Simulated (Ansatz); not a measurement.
**Os(0001) with 2 thermally displaced layers, 2x2: scattering by thermal displacements**

Aim: the resistivity of Os at 80 K from frozen thermal displacements between perfect leads.

Calculated with Ansatz 0.2.0; Ansatz plane-wave DFT, PBE, PAW files; ballistic transport by layer matching (Landauer), zero bias; PAW set soft_1.

Report form: the programs' logs are mostly left out.

## (1) The starting structure

The cell holds 48 atoms: 48 Os. Its edges and angles: a = 5.468 Å, b = 5.468 Å, c = 25.918 Å, α = 90.0°, β = 90.0°, γ = 120.0°. It derives from Os. Regions: lead, 40 atoms (40 Os); scattering region, 8 atoms (8 Os). The structure is stacked along c, and the current runs across the ab planes.

## (2) With 2 displaced layers

Each atom of 2 layers is moved at random, by amounts drawn from a normal law 0.0211 Å wide in each direction from the Debye model (500 K) at 80 K. The layers about the cell's end stay perfect and serve as the lead. Disorder leaves little or no symmetry, which makes such runs dear. Energies from -0.05 to 0.05 eV in steps of 0.05 eV are too few for the program's thermal sum, so it prints no conductance; for a metal the transmission near the Fermi level serves, at a fraction of the cost.

File input.yaml:

```yaml
crystal:
  lattice:
    - [5.4682, 0.0, 0.0]
    - [-2.7341, 4.735600113, 0.0]
    - [0.0, 0.0, 25.9182]
  atoms:
    - { symbol: Os, position: [0.1666666667, 0.3333333333, 0.0416666667] }
    - { symbol: Os, position: [0.1666666667, 0.8333333333, 0.0416666667] }
    - { symbol: Os, position: [0.6666666667, 0.3333333333, 0.0416666667] }
    - { symbol: Os, position: [0.6666666667, 0.8333333333, 0.0416666667] }
    - { symbol: Os, position: [0.3333333333, 0.1666666667, 0.125] }
    - { symbol: Os, position: [0.3333333333, 0.6666666667, 0.125] }
    - { symbol: Os, position: [0.8333333333, 0.1666666667, 0.125] }
    - { symbol: Os, position: [0.8333333333, 0.6666666667, 0.125] }
[... 36 atom lines left out ...]
    - { symbol: Os, position: [0.3333333333, 0.1666666667, 0.9583333333] }
    - { symbol: Os, position: [0.3333333333, 0.6666666667, 0.9583333333] }
    - { symbol: Os, position: [0.8333333333, 0.1666666667, 0.9583333333] }
    - { symbol: Os, position: [0.8333333333, 0.6666666667, 0.9583333333] }
kpoints:
  mp_grid: { grid: [5, 5, 1] }
hamiltonian:
  xc: pbe
  pseudopotentials: { kind: paw, azcp: { folder: soft_1 } }
scf:
  occupations: { method: fermi_dirac, width: 0.1 }
output:
  transmission:
    leads: [[0, 8]]
    kmesh: [10, 10]
    e_range: [-0.05, 0.05]
    de: 0.05
  write_potential: true
  write_density: true
  volumetric_format: npy
  elf: true
```

Run with:

```bash
> ansatz run input.yaml --threads 4 --pin off --max-ram 15360MiB --backend cpu --events-out ev --progress --plain --runs-dir out
```

Run time: 11 min. Hardware: 4 threads of Arm Neoverse V1, shared host; peak memory 6.6 GiB.

Numbers from this step:

- free energy: -546523.7658 eV
- energy at zero smearing: -546523.2198 eV
- Fermi energy: 26.05 eV
- cell area: 25.90 Å²
- transmission per spin nearest the Fermi level: 4.484
- open channels per spin nearest the Fermi level: 4.55
- step of the lead's potential: 0.9 meV

Per spin. The transmission, zone mean by energy, zero at the Fermi level:

| energy (eV) | transmission, zone mean |
| --- | --- |
| -0.0500 | 4.69 |
| 0.0000 | 4.48 |
| 0.0500 | 4.50 |

Per spin. Table of open channels, zone mean, lead by energy, zero at the Fermi level:

| energy (eV) | open channels, zone mean, lead |
| --- | --- |
| -0.0500 | 4.74 |
| 0.0000 | 4.55 |
| 0.0500 | 4.55 |

Transmission over k1 and k2. At 0.0000 eV from the Fermi level.

Values, 10 rows by 10 columns:
```
 4.0  4.4  4.9  4.9  5.0  4.5  4.0  3.0  2.0  3.0
 3.0  4.9  5.0  5.0  5.0  5.0  4.9  3.0  2.0  2.0
 3.0  4.9  5.0  5.0  5.0  5.0  5.0  4.9  3.0  2.9
 3.9  4.9  5.0  5.0  7.0  7.0  5.0  5.0  4.9  3.9
 5.9  4.5  5.0  5.0  7.0 11.0  7.0  5.0  5.0  4.5
 3.9  3.9  4.9  5.0  5.0  7.0  7.0  5.0  5.0  4.9
 3.0  2.9  3.0  4.9  5.0  5.0  5.0  5.0  5.0  4.9
 3.0  2.0  2.0  3.0  4.9  5.0  5.0  5.0  5.0  4.9
 4.0  3.0  2.0  3.0  4.0  4.5  5.0  4.9  4.9  4.4
 5.9  4.0  3.0  3.0  4.0  5.9  4.0  3.0  3.0  4.0
```
Columns: k1 (b1) from -0.5 to 0.4; rows upwards: k2 (b2) from -0.5 to 0.4.

Open channels over k1 and k2. At 0.0000 eV from the Fermi level.

Ten even steps from '0' (2.0) to '9' (11.0):
```
2333332101
1333333100
1333333311
2333553332
4333595333
2233355333
1113333333
1001333333
2101233333
4211242112
```
Columns: k1 (b1) from -0.5 to 0.4; rows upwards: k2 (b2) from -0.5 to 0.4.

Electrostatic potential energy in the ca plane at fractional y = 0.166, with atoms of Os within 0.2 Å of it. With pseudopotentials it is smooth inside the atoms' cores, unlike the true potential.

Ten even steps from '0' (-53 eV) to '9' (26 eV), each cell a mean:
```
98999853369998999742379998999743489998999633
99999620038999999510148999998400159999998300
99999610037999999500048999998400159999997200
99999731158999999631269999999521379999998411
87789975689987899976789987899865799987899865
76689999999975689999999976799999999865799999
76689999999975689999999976799999999865799999
98899975689987899975689988899865799987899865
99999731148999999621259999999521269999998411
99999610037999999500038999998400159999997200
99999720038999999610148999998410169999998300
98899853369998899853479998999743589988999633
86689988899976789988899976799987899876799988
75579999999975689999999865689999999865799999
86789998899986789987899876799988899876899988
```
Columns run along c (16.0 Å, from fractional 0.19 to 0.81 of the cell; values clipped at the 3rd and 97th percentile), rows up along a (5.5 Å). Atoms in or near the plane, at fractional coordinates: Os at (0.29, 0.33), Os at (0.29, 0.83), Os at (0.46, 0.33), Os at (0.46, 0.84), Os at (0.62, 0.33), Os at (0.62, 0.83), Os at (0.79, 0.33), Os at (0.79, 0.83).

Valence density in the ca plane at fractional y = 0.166, with atoms of Os within 0.2 Å of it. It is the smooth field of the valence electrons, not physical close to the nuclei.

Values in e/Å³, 8 rows by 16 columns, each cell a mean:
```
0.5 0.5 3.9 2.4 0.4 0.5 2.7 3.9 0.5 0.5 1.3 4.7 0.8 0.5 0.6 4.5
0.4 0.5 5.5 3.4 0.4 0.4 3.5 5.1 0.5 0.4 1.8 6.6 1.0 0.4 0.7 6.4
1.0 0.6 1.2 0.8 0.8 0.8 0.8 1.0 0.5 0.9 0.6 1.4 0.5 1.0 0.5 1.4
1.3 0.6 0.5 0.5 1.0 0.9 0.5 0.5 0.6 1.1 0.4 0.6 0.4 1.3 0.5 0.6
0.5 0.5 3.9 2.4 0.4 0.4 2.4 3.8 0.5 0.4 1.3 4.7 0.8 0.5 0.6 4.5
0.4 0.5 5.5 3.4 0.4 0.4 3.4 5.4 0.5 0.4 1.7 6.6 1.0 0.4 0.7 6.4
1.0 0.6 1.2 0.8 0.8 0.7 0.8 1.2 0.6 0.9 0.6 1.4 0.5 1.0 0.5 1.4
1.3 0.6 0.5 0.5 1.0 0.9 0.5 0.6 0.7 1.3 0.4 0.6 0.4 1.3 0.5 0.6
```
Columns run along c (16.0 Å, from fractional 0.19 to 0.81 of the cell), rows up along a (5.5 Å). Atoms in or near the plane, at fractional coordinates: Os at (0.29, 0.33), Os at (0.29, 0.83), Os at (0.46, 0.33), Os at (0.46, 0.84), Os at (0.62, 0.33), Os at (0.62, 0.83), Os at (0.79, 0.33), Os at (0.79, 0.83).

ELF in the ca plane at fractional y = 0.166, with atoms of Os within 0.2 Å of it. It is the smooth field of the valence electrons, not physical close to the nuclei.

Values, 8 rows by 16 columns, each cell a mean:
```
0.31 0.33 0.50 0.42 0.32 0.33 0.44 0.49 0.33 0.31 0.37 0.54 0.35 0.30 0.34 0.53
0.32 0.33 0.52 0.45 0.33 0.33 0.46 0.51 0.33 0.32 0.39 0.55 0.35 0.32 0.34 0.55
0.33 0.32 0.36 0.34 0.32 0.32 0.34 0.35 0.31 0.32 0.33 0.38 0.32 0.34 0.32 0.38
0.36 0.31 0.33 0.33 0.33 0.32 0.32 0.33 0.30 0.34 0.31 0.33 0.31 0.37 0.30 0.33
0.31 0.33 0.50 0.42 0.32 0.33 0.43 0.49 0.33 0.31 0.38 0.54 0.35 0.30 0.34 0.53
0.32 0.33 0.52 0.45 0.33 0.33 0.46 0.52 0.33 0.33 0.39 0.55 0.35 0.32 0.34 0.55
0.33 0.32 0.36 0.34 0.33 0.32 0.34 0.37 0.32 0.32 0.33 0.38 0.32 0.34 0.32 0.38
0.36 0.31 0.33 0.33 0.33 0.33 0.33 0.34 0.31 0.36 0.31 0.33 0.30 0.37 0.30 0.33
```
Columns run along c (16.0 Å, from fractional 0.19 to 0.81 of the cell), rows up along a (5.5 Å). Atoms in or near the plane, at fractional coordinates: Os at (0.29, 0.33), Os at (0.29, 0.83), Os at (0.46, 0.33), Os at (0.46, 0.84), Os at (0.62, 0.33), Os at (0.62, 0.83), Os at (0.79, 0.33), Os at (0.79, 0.83).

Over the solved energies the transmission per spin lies between 4.48 and 4.69, out of 4.61 channels of the lead on average (up to 4.74).

## (3) With 6 displaced layers

Each atom of 6 layers is moved at random, by amounts drawn from a normal law 0.0211 Å wide in each direction from the Debye model (500 K) at 80 K. A fresh draw is used; the growth of the resistance with length is what counts.

System of this step: Os(0001) with 6 thermally displaced layers, 2x2. The cell holds 64 atoms: 64 Os. Its edges and angles: a = 5.468 Å, b = 5.468 Å, c = 34.558 Å, α = 90.0°, β = 90.0°, γ = 120.0°. It derives from Os. Regions: lead, 40 atoms (40 Os); scattering region, 24 atoms (24 Os). The structure is stacked along c, and the current runs across the ab planes.

File input.yaml:

```yaml
crystal:
  lattice:
    - [5.4682, 0.0, 0.0]
    - [-2.7341, 4.735600113, 0.0]
    - [0.0, 0.0, 34.5576]
  atoms:
    - { symbol: Os, position: [0.1666666667, 0.3333333333, 0.03125] }
    - { symbol: Os, position: [0.1666666667, 0.8333333333, 0.03125] }
    - { symbol: Os, position: [0.6666666667, 0.3333333333, 0.03125] }
    - { symbol: Os, position: [0.6666666667, 0.8333333333, 0.03125] }
    - { symbol: Os, position: [0.3333333333, 0.1666666667, 0.09375] }
    - { symbol: Os, position: [0.3333333333, 0.6666666667, 0.09375] }
    - { symbol: Os, position: [0.8333333333, 0.1666666667, 0.09375] }
    - { symbol: Os, position: [0.8333333333, 0.6666666667, 0.09375] }
[... 52 atom lines left out ...]
    - { symbol: Os, position: [0.3333333333, 0.1666666667, 0.96875] }
    - { symbol: Os, position: [0.3333333333, 0.6666666667, 0.96875] }
    - { symbol: Os, position: [0.8333333333, 0.1666666667, 0.96875] }
    - { symbol: Os, position: [0.8333333333, 0.6666666667, 0.96875] }
kpoints:
  mp_grid: { grid: [5, 5, 1] }
hamiltonian:
  xc: pbe
  pseudopotentials: { kind: paw, azcp: { folder: soft_1 } }
scf:
  occupations: { method: fermi_dirac, width: 0.1 }
output:
  transmission:
    leads: [[0, 8]]
    kmesh: [10, 10]
    e_range: [-0.05, 0.05]
    de: 0.05
  write_potential: true
  write_density: true
  volumetric_format: npy
```

The job ended after 18 min (4 threads; peak memory 10 GiB; 67 min of CPU time).

Numbers from this step:

| Quantity | Value |
| --- | --- |
| free energy | -728698.3613 eV |
| energy at zero smearing | -728697.5965 eV |
| Fermi energy | 26.08 eV |
| transmission per spin nearest the Fermi level | 4.406 |
| step of the lead's potential | 1.9 meV |

Per spin. Transmission, zone mean against energy, zero at the Fermi level:

| energy (eV) | transmission, zone mean |
| --- | --- |
| -0.0500 | 4.39 |
| 0.0000 | 4.41 |
| 0.0500 | 4.40 |

Over the solved energies the transmission per spin lies between 4.39 and 4.41, out of 4.53 channels of the lead on average (up to 4.55).

## (4) With 10 displaced layers

Each atom of 10 layers is moved at random, by amounts drawn from a normal law 0.0211 Å wide in each direction from the Debye model (500 K) at 80 K. A fresh draw is used; the growth of the resistance with length is what counts.

System of this step: Os(0001) with 10 thermally displaced layers, 2x2. The cell holds 80 atoms: 80 Os. Cell: a = 5.468 Å, b = 5.468 Å, c = 43.197 Å, α = 90.0°, β = 90.0°, γ = 120.0°. It derives from Os. Regions: lead, 40 atoms (40 Os); scattering region, 40 atoms (40 Os). The structure is stacked along c, and the current runs across the ab planes.

File input.yaml:

```yaml
crystal:
  lattice:
    - [5.4682, 0.0, 0.0]
    - [-2.7341, 4.735600113, 0.0]
    - [0.0, 0.0, 43.197]
  atoms:
    - { symbol: Os, position: [0.1666666667, 0.3333333333, 0.025] }
    - { symbol: Os, position: [0.1666666667, 0.8333333333, 0.025] }
    - { symbol: Os, position: [0.6666666667, 0.3333333333, 0.025] }
    - { symbol: Os, position: [0.6666666667, 0.8333333333, 0.025] }
    - { symbol: Os, position: [0.3333333333, 0.1666666667, 0.075] }
    - { symbol: Os, position: [0.3333333333, 0.6666666667, 0.075] }
    - { symbol: Os, position: [0.8333333333, 0.1666666667, 0.075] }
    - { symbol: Os, position: [0.8333333333, 0.6666666667, 0.075] }
[... 68 atom lines left out ...]
    - { symbol: Os, position: [0.3333333333, 0.1666666667, 0.975] }
    - { symbol: Os, position: [0.3333333333, 0.6666666667, 0.975] }
    - { symbol: Os, position: [0.8333333333, 0.1666666667, 0.975] }
    - { symbol: Os, position: [0.8333333333, 0.6666666667, 0.975] }
kpoints:
  mp_grid: { grid: [5, 5, 1] }
hamiltonian:
  xc: pbe
  pseudopotentials: { kind: paw, azcp: { folder: soft_1 } }
scf:
  occupations: { method: fermi_dirac, width: 0.1 }
output:
  transmission:
    leads: [[0, 8]]
    kmesh: [10, 10]
    e_range: [-0.05, 0.05]
    de: 0.05
  write_potential: true
  write_density: true
  volumetric_format: npy
```

Wall time 29 min (4 threads); peak memory 8.6 GiB; 1.8 h of CPU time.

Numbers from this step:

```
free energy                                   : -910872.8591 eV
energy at zero smearing                       : -910871.9890 eV
Fermi energy                                  : 26.07 eV
transmission per spin nearest the Fermi level : 4.264
step of the lead's potential                  : 0.9 meV
```

Per spin. Transmission, zone mean against energy, zero at the Fermi level:

| energy (eV) | transmission, zone mean |
| --- | --- |
| -0.0500 | 4.22 |
| 0.0000 | 4.26 |
| 0.0500 | 4.26 |

Over the solved energies the transmission per spin lies between 4.22 and 4.26, out of 4.53 channels of the lead on average (up to 4.55).

## (5) The fit

This step: Ansatz plane-wave DFT, PBE, PAW files; ballistic transport by layer matching (Landauer), zero bias; resistivity from the slope of the area resistance; PAW set soft_1 (Ansatz 0.2.0).

Numbers from this step:

- resistivity: 2.367 µΩ cm
- intercept: -0.003761 fΩ m²
- scatter about the fit: 0.002894 fΩ m²

Resistance, by row:

| run | length (Å) | T | channels N | RA (fΩ m²) |
| --- | --- | --- | --- | --- |
| n2 | 4.32 | 4.56 | 4.613 | 0.008509 |
| n6 | 12.96 | 4.397 | 4.533 | 0.02282 |
| n10 | 21.6 | 4.249 | 4.533 | 0.0494 |

Table of area resistance by length of the displaced region:

| length of the displaced region (Å) | area resistance (fΩ m²) |
| --- | --- |
| 4.32 | 0.00851 |
| 12.96 | 0.0228 |
| 21.60 | 0.0494 |

The area resistance goes from 0.0085 to 0.049 fΩ m² between 4.3 and 21.6 Å, a slope of 2.4 µΩ cm.

By hand from the end points: (0.04940 − 0.008509) fΩ m² / (21.60 − 4.32) Å = 2.4 µΩ cm, since 1 fΩ m² per Å is 1000 µΩ cm.

## (6) Results

```yaml
resistivity_from_the_slope: 2.37 µΩ cm
area_resistance_over_4p32_a: 0.00851 fΩ m²
area_resistance_over_13p0_a: 0.0228 fΩ m²
area_resistance_over_21p6_a: 0.0494 fΩ m²
```

In words: The slope gives 2.4 µΩ cm. The points scatter by 0.0029 fΩ m² about the line, with one random draw a length in a 2x2 cell, so the slope is a rough value. The mean square of the displacements drawn is 0.73, 0.99 and 0.93 of the nominal one at the three lengths; with each resistance scaled back by that, the slope is 2.4 µΩ cm, the value used below. The lead's own channel count moves between the runs (4.61, 4.53 and 4.53), which shifts RA and the slope too. Read with a model of isotropic scattering on a spherical Fermi surface and the lead's 1.4×10¹⁵ S/m², this slope means a mean free path near 275 Å; over these lengths the model's slope is 1.22 times its bulk resistivity, which would be 2.0 µΩ cm. This far under the Debye temperature the model doesn't describe a real metal: frozen displacements count zero-point motion as scattering and turn electrons through all angles, while in the metal the short-wave phonons freeze out. Spin-orbit coupling is left out, which matters for Os.

[Logs are printed without paths, hosts, clocks, repeated set-up lines and the standing remarks that a program may print on its own settings, such as how far it seeks lower states.]

[Hosts, paths, dates, database ids (printed as entryN), source tags and the programs' standing remarks are cut or masked in the printed files.]
